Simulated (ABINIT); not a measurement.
# TiO2 (Anatase): Bethe-Salpeter spectra with ABINIT, part 2 of 2

Aim: the absorption spectrum of TiO2 (Anatase) with electron-hole interaction, and what each part of the kernel does.

ABINIT 10.8.3; PBE and many-body steps on it, plane waves. Known limits of the many-body steps: not at the basis limit; bindings not settled in the k mesh.

So far. Step 4 (Self-energy, 4×4×4 mesh, 85 bands, screening to 119.7 …): The gap on the mesh goes from 2.19 eV to 3.75 eV, a correction of +1.56 eV. Step 5 (Excitons): The lowest state lies at 3.624 eV, 0.427 eV under the direct gap.

### 6. Triplet (no exchange term)

Level of this step: Bethe-Salpeter equation on PBE with a scissors shift, plane waves, norm-conserving pseudopotentials (ABINIT).

Input file run.abi:

```
acell 3*1.0 Angstrom
rprim 
  -1.892100000000 1.892100000000 4.757300000000
  1.892100000000 -1.892100000000 4.757300000000
  1.892100000000 1.892100000000 -4.757300000000
ntypat 2
znucl 22 8
natom 6
typat 1 1 2 2 2 2
xred 
  0.000000000000 0.000000000000 0.000000000000
  0.750000000000 0.250000000000 0.500000000000
  0.208100000000 0.208100000000 0.000000000000
  0.958100000000 0.458100000000 0.500000000000
  0.541900000000 0.041900000000 0.500000000000
  0.791900000000 0.791900000000 0.000000000000
pp_dirpath "pseudos"
pseudos "Ti.upf, O.upf"
ecut 38
ngkpt 4 4 4
nshiftk 1
shiftk 0 0 0
kptopt 1
chksymbreak 0
istwfk *1
occopt 1
irdwfk 1
optdriver 99
bs_calctype 1
mbpt_sciss 1.559 eV
bs_loband 19
nband 30
bs_exchange_term 0
bs_coulomb_term 11
bs_coupling 0
bs_algorithm 1
bs_freq_mesh 0 8 0.05 eV
zcut 0.15 eV
ecuteps 4
ecutwfn 19
inclvkb 2
irdscr 1
indata_prefix "in"
outdata_prefix "out"
tmpdata_prefix "tmp"
```

Command:

```bash
OMP_NUM_THREADS=1 mpirun -n 4 abinit run.abi > log
```

Numbers of over 12 decimals in the logs are rounded to 6 here.

Output:

```text
.Version 10.8.3 of ABINIT. v10.8.2 released Aug 2026.

 Symmetries : space group I4_1/a m d (#141); Bravais tI (body-center tetrag.)
[... echo of the input left out ...]
== DATASET  1 ==================================================================
-   mpi_nproc: 4, omp_nthreads: 1 (-1 if OMP is not activated)

--- !DatasetInfo
iteration_state: {dtset: 1, }
dimensions: {natom: 6, nkpt: 13, mband: 30, nsppol: 1, nspinor: 1, nspden: 1, mpw: 1829, }
cutoff_energies: {ecut:  19.0, pawecutdg:  -1.0, }
electrons: {nelect:   4.80000000E+01, charge:   0.00000000E+00, occopt:   1.00000000E+00, tsmear:   1.00000000E-02, }

 Exciton: Calculation of dielectric properties by solving the Bethe-Salpeter equation
 in frequency domain and reciprocal space on a transitions basis set.
 Based on a program developed by L. Reining, V. Olevano, F. Sottile,
 S. Albrecht, and G. Onida. Incorporated in ABINIT by M. Giantomassi.

.Using double precision arithmetic ; gwpc =  8

[... cell and pseudopotentials left out ...]
--------------------------------------------------------------------------------

 ==== K-mesh for the wavefunctions ====
 Number of points in the irreducible wedge :    13
[... list of points left out ...]
 Together with 16 symmetry operations and time-reversal symmetry
 yields    64 points in the full Brillouin Zone.

 ==== Q-mesh for the screening function ====
 Number of points in the irreducible wedge :    13
[... list of points left out ...]
 Together with 16 symmetry operations and time-reversal symmetry
 yields    64 points in the full Brillouin Zone.

 vcoul_init : cutoff-mode = AUXILIARY_FUNCTION
 q-points for optical limit:   1
     1)      0.000010    0.000020    0.000030
 setmesh: FFT mesh size selected  =    60x   60x   60
[...]
average of density, n =  0.104320
 r_s =    1.3178
 omega_plasma =   31.1558 [eV]

. Writing resonant excitonic Hamiltonian on file out_BSR; file size=   0.04 [Gb].
 Direct diagonalization of the resonant excitonic Hamiltonian, Matrix size= 2304
. Using LAPACK sequential version.
 Excitonic eigenvalues in eV up to n=   32
   3.61800   3.61848   3.66027   3.66061   3.84817   3.84823   3.85870   3.85881
   3.86834   3.86852   4.09576   4.10727   4.10738   4.20277   4.20358   4.23280
   4.23309   4.38111   4.40049   4.41020   4.41348   4.43049   4.45703   4.46558
   4.47374   4.48683   4.49026   4.49488   4.51446   4.51480   4.51893   4.52005

 First excitonic eigenvalue=    3.62 [eV]
 Last  excitonic eigenvalue=    9.15 [eV]

 GW  direct gap       4.05  0.00 [eV]
 EXC direct gap       3.62  0.00 [eV]
 EXC binding energy   0.43  0.00 [eV]

 Excitonic eigenvalues up to the GW energy gap [eV]
  1 (  3.62  0.00)
  2 (  3.62  0.00)
  3 (  3.66  0.00)
[...]
9 (  3.87  0.00)
 10 (  3.87  0.00)

 Macroscopic dielectric function:
 omega [eV] <KS_RPA_nlf>  <GW_RPA_nlf>  <BSE>
   0.0000   4.2924   0.0000   3.3596   0.0000   3.6753   0.0000
   0.0500   4.2930   0.0035   3.3598   0.0012   3.6756   0.0018
   0.1000   4.2947   0.0070   3.3604   0.0024   3.6764   0.0035
[...]
0.4000   4.3299   0.0287   3.3722   0.0095   3.6940   0.0142
   0.4500   4.3400   0.0326   3.3756   0.0108   3.6991   0.0161

 Writing KS-RPA macroscopic dielectric function without local fields to file: out_RPA_NLF_MDF
 Writing GW-RPA macroscopic dielectric function without local fields to file: out_GW_NLF_MDF
 Writing EXC Macroscopic dielectric function to file: out_EXC_MDF

== END DATASET(S) ==============================================================
================================================================================

 -outvars: echo values of variables after computation  --------
           etotal      0.0000000000E+00
            nband          30
             nkpt          13
          spgroup         141
 [... the other variables as echoed above ...]

 Calculation completed.
```

Run time: 31 min. Hardware: 4 MPI ranks of Arm Neoverse V2, shared host; peak memory 2.8 GiB.

The lowest triplet lies at 3.618 eV; without spin-orbit coupling triplets are dark, so no spectrum is read.

### 7. Beyond Tamm-Dancoff

Changes to run.abi since step 6:

```diff
@@ -30,7 +30,7 @@
 mbpt_sciss 1.559 eV
-bs_loband 19
-nband 30
-bs_exchange_term 0
+bs_loband 21
+nband 28
+bs_exchange_term 1
 bs_coulomb_term 11
-bs_coupling 0
+bs_coupling 1
 bs_algorithm 1
```

Output:

```text
.Version 10.8.3 of ABINIT. v10.8.2 released Aug 2026.

 Symmetries : space group I4_1/a m d (#141); Bravais tI (body-center tetrag.)
[... echo of the input left out ...]
== DATASET  1 ==================================================================
-   mpi_nproc: 4, omp_nthreads: 1 (-1 if OMP is not activated)

--- !DatasetInfo
iteration_state: {dtset: 1, }
dimensions: {natom: 6, nkpt: 13, mband: 28, nsppol: 1, nspinor: 1, nspden: 1, mpw: 1829, }
cutoff_energies: {ecut:  19.0, pawecutdg:  -1.0, }
electrons: {nelect:   4.80000000E+01, charge:   0.00000000E+00, occopt:   1.00000000E+00, tsmear:   1.00000000E-02, }

 Exciton: Calculation of dielectric properties by solving the Bethe-Salpeter equation
 in frequency domain and reciprocal space on a transitions basis set.
 Based on a program developed by L. Reining, V. Olevano, F. Sottile,
 S. Albrecht, and G. Onida. Incorporated in ABINIT by M. Giantomassi.

.Using double precision arithmetic ; gwpc =  8

[... cell and pseudopotentials left out ...]
--------------------------------------------------------------------------------

 ==== K-mesh for the wavefunctions ====
 Number of points in the irreducible wedge :    13
[... list of points left out ...]
 Together with 16 symmetry operations and time-reversal symmetry
 yields    64 points in the full Brillouin Zone.

 ==== Q-mesh for the screening function ====
 Number of points in the irreducible wedge :    13
[... list of points left out ...]
 Together with 16 symmetry operations and time-reversal symmetry
 yields    64 points in the full Brillouin Zone.

 vcoul_init : cutoff-mode = AUXILIARY_FUNCTION
 q-points for optical limit:   1
     1)      0.000010    0.000020    0.000030
 setmesh: FFT mesh size selected  =    60x   60x   60
[...]
q = (  0.000000  0.000000  0.804782) [r.l.u.]
 q = ( -0.569067  0.569067  0.569067) [r.l.u.]
 q = (  0.569067 -0.569067  0.569067) [r.l.u.]
 q = (  1.430802  1.430802 -1.430802) [r.l.u.]
 Number of electrons calculated from density =   47.9593; Expected =   48.0000
 average of density, n =  0.104320
 r_s =    1.3178
 omega_plasma =   31.1558 [eV]

. Writing resonant excitonic Hamiltonian on file out_BSR; file size=   0.01 [Gb].
. Writing coupling excitonic Hamiltonian on file out_BSC; file size=   0.01 [Gb].
. Direct diagonalization of the full excitonic Hamiltonian, Matrix size= 2048
. Using LAPACK sequential version to solve FHv = ev with H positive definite.
 First excitonic eigenvalue:    3.63 [eV].
 Last  excitonic eigenvalue:    7.36 [eV].

 GW  direct gap       4.05  0.00 [eV]
 EXC direct gap       3.63  0.00 [eV]
 EXC binding energy   0.42  0.00 [eV]

 Excitonic eigenvalues up to the GW energy gap [eV]
*** (  3.63  0.00)
*** (  3.63  0.00)
*** (  3.67  0.00)
[...]
*** (  3.87  0.00)
*** (  3.87  0.00)

 Macroscopic dielectric function:
 omega [eV] <KS_RPA_nlf>  <GW_RPA_nlf>  <BSE>
   0.0000   3.4745   0.0000   2.7338   0.0000   2.9122  -0.0000
   0.0500   3.4750   0.0030   2.7339   0.0010   2.9124   0.0013
   0.1000   3.4765   0.0060   2.7344   0.0019   2.9130   0.0027
[...]
0.4000   3.5067   0.0248   2.7441   0.0078   2.9265   0.0109
   0.4500   3.5155   0.0281   2.7469   0.0088   2.9303   0.0123

 Writing KS-RPA macroscopic dielectric function without local fields to file: out_RPA_NLF_MDF
 Writing GW-RPA macroscopic dielectric function without local fields to file: out_GW_NLF_MDF
 Writing EXC Macroscopic dielectric function to file: out_EXC_MDF

== END DATASET(S) ==============================================================
================================================================================

 -outvars: echo values of variables after computation  --------
           etotal      0.0000000000E+00
            nband          28
             nkpt          13
          spgroup         141
 [... the other variables as echoed above ...]

 Calculation completed.
```

It took 12 min on 4 MPI ranks; peak memory 2.1 GiB.

Numbers from this step:

* direct gap of the transition levels: 4.051 eV
* transitions in the window: 1024
* lowest state: 3.63 eV
* binding of the lowest state below the direct gap: 0.4211 eV
* Coulomb term of one mesh cell: 0.3749 eV

The binding is 1.1 times the screened Coulomb term of one mesh cell (0.37 eV), so it is not shown settled.

The lowest state lies at 3.630 eV, 0.421 eV under the direct gap.

The ε₂ has structure finer than the step of the table below, so its rows give means over 0.25 eV, whole bins alone (the curve runs from 0 to 7.95 eV). Peaks (eV: height): BSE 3.650: 4.01, 4.800: 8.42; no electron-hole interaction 4.150: 3.13, 5.800: 8.08; Kohn-Sham, no shift 2.600: 3.12, 4.250: 8.06.

Mean over the three Cartesian directions of q; broadening 0.15 eV; transition window only. Limits: finite bands, cutoff and mesh; exciton not shown settled in the k mesh. Table of ε₂ by photon energy; means over each step:

| photon energy (eV) | BSE | no electron-hole interaction | Kohn-Sham, no shift |
| --- | --- | --- | --- |
| 0.25 | 0.00649 | 0.00469 | 0.0146 |
| 0.50 | 0.0133 | 0.00951 | 0.0302 |
| 0.75 | 0.0205 | 0.0146 | 0.0483 |
| 1.00 | 0.0287 | 0.0203 | 0.0706 |
| 1.25 | 0.0382 | 0.0266 | 0.101 |
| 1.50 | 0.0497 | 0.0339 | 0.145 |
| 1.75 | 0.0641 | 0.0425 | 0.221 |
| 2.00 | 0.0833 | 0.0532 | 0.385 |
| 2.25 | 0.110 | 0.0669 | 0.944 |
| 2.50 | 0.150 | 0.0849 | 2.60 |
| 2.75 | 0.218 | 0.110 | 2.17 |
| 3.00 | 0.356 | 0.148 | 1.86 |
| 3.25 | 0.755 | 0.213 | 3.86 |
| 3.50 | 2.52 | 0.344 | 6.64 |
| 3.75 | 2.98 | 0.739 | 7.24 |
| 4.00 | 1.74 | 2.23 | 7.28 |
| 4.25 | 2.79 | 2.51 | 7.70 |
| 4.50 | 5.74 | 1.73 | 4.92 |
| 4.75 | 7.99 | 3.20 | 2.79 |
| 5.00 | 6.86 | 6.18 | 2.08 |
| 5.25 | 6.56 | 7.16 | 1.72 |
| 5.50 | 5.92 | 7.24 | 0.971 |
| 5.75 | 3.20 | 7.80 | 0.537 |
| 6.00 | 2.19 | 5.73 | 0.368 |
| 6.25 | 1.63 | 3.07 | 0.195 |
| 6.50 | 1.30 | 2.22 | 0.133 |
| 6.75 | 0.686 | 1.81 | 0.101 |
| 7.00 | 0.435 | 1.17 | 0.0800 |
| 7.25 | 0.292 | 0.584 | 0.0654 |
| 7.50 | 0.161 | 0.424 | 0.0546 |
| 7.75 | 0.114 | 0.224 | 0.0463 |

### 8. The runs together

Times are wall times on 4 MPI ranks of Arm Neoverse V2, shared host, good to a factor of about two.

```
                       run   mesh  transitions  broadening (eV)  direct gap (eV)  lowest state (eV)  binding (eV)  mesh cell's term (eV)  tallest peak (eV)  height    time
                  excitons  4×4×4         2304             0.15            4.051              3.624         0.427                  0.375               4.80    9.55  31 min
triplet (no exchange term)  4×4×4         2304             0.15            4.051              3.618         0.433                  0.375                  -       -  31 min
       beyond Tamm-Dancoff  4×4×4         1024             0.15            4.051              3.630         0.421                  0.375               4.80    8.42  12 min
```

### 9. Results

```
excitons                   : lowest state 3.624 eV (not settled in the k mesh)
triplet (no exchange term) : lowest state 3.618 eV (not settled in the k mesh)
beyond Tamm-Dancoff        : lowest state 3.630 eV (not settled in the k mesh)
```

In words: On the 4×4×4 mesh the lowest exciton lies at 3.624 eV, 0.427 eV below the direct gap; one cell of the mesh carries a screened Coulomb term of 0.37 eV by a cubic estimate, rough for this lattice, so this binding is not shown settled. Triplet (no exchange term), against «excitons (4×4×4)»: the lowest state moves by −0.006 eV (keys changed: bs_exchange_term and bs_freq_mesh). Triplets are dark. Beyond Tamm-Dancoff, against «excitons (4×4×4)»: the lowest state stays within 0.01 eV (keys changed: bs_loband, nband, bs_coupling and bs_freq_mesh). For «beyond Tamm-Dancoff» the program prints the energy to 0.01 eV alone, so further digits and smaller shifts mean nothing. A rigid shift treats all transitions alike. In the G0W0 table the openings from the upper filled bands to the empty bands at the same k run from +1.59 to +1.84 eV (median +1.77), where the shift is +1.56 eV, so peaks stand off by such differences. Lines within a few meV of each other can be one level split by numerical noise, or distinct levels. Screening is static and electronic alone, and only transitions inside the band window count.

[Paths, hosts, dates, memory and timing lines, banners, echoed tables and standing remarks are left out of the program output.]

[Logs are printed without paths, hosts, clocks, repeated set-up lines and the standing remarks that a program may print on its own settings, such as how far it seeks lower states.]

[Runs of the session that timed out or met a known fault of the program may be left out.]

[Hosts, paths, dates, database ids (printed as entryN), source tags and the programs' standing remarks are cut or masked in the printed files.]

[G0W0 gaps are taken among the corrected bands and points alone; a level outside them can change the order at an edge.]

[Where Ansatz stands beside ABINIT at settings called matched, ABINIT's density can come from a denser mesh and the files from another edition; pairs whose starting gaps differed by over 0.03 eV were left out, so agreement reads better than it is.]
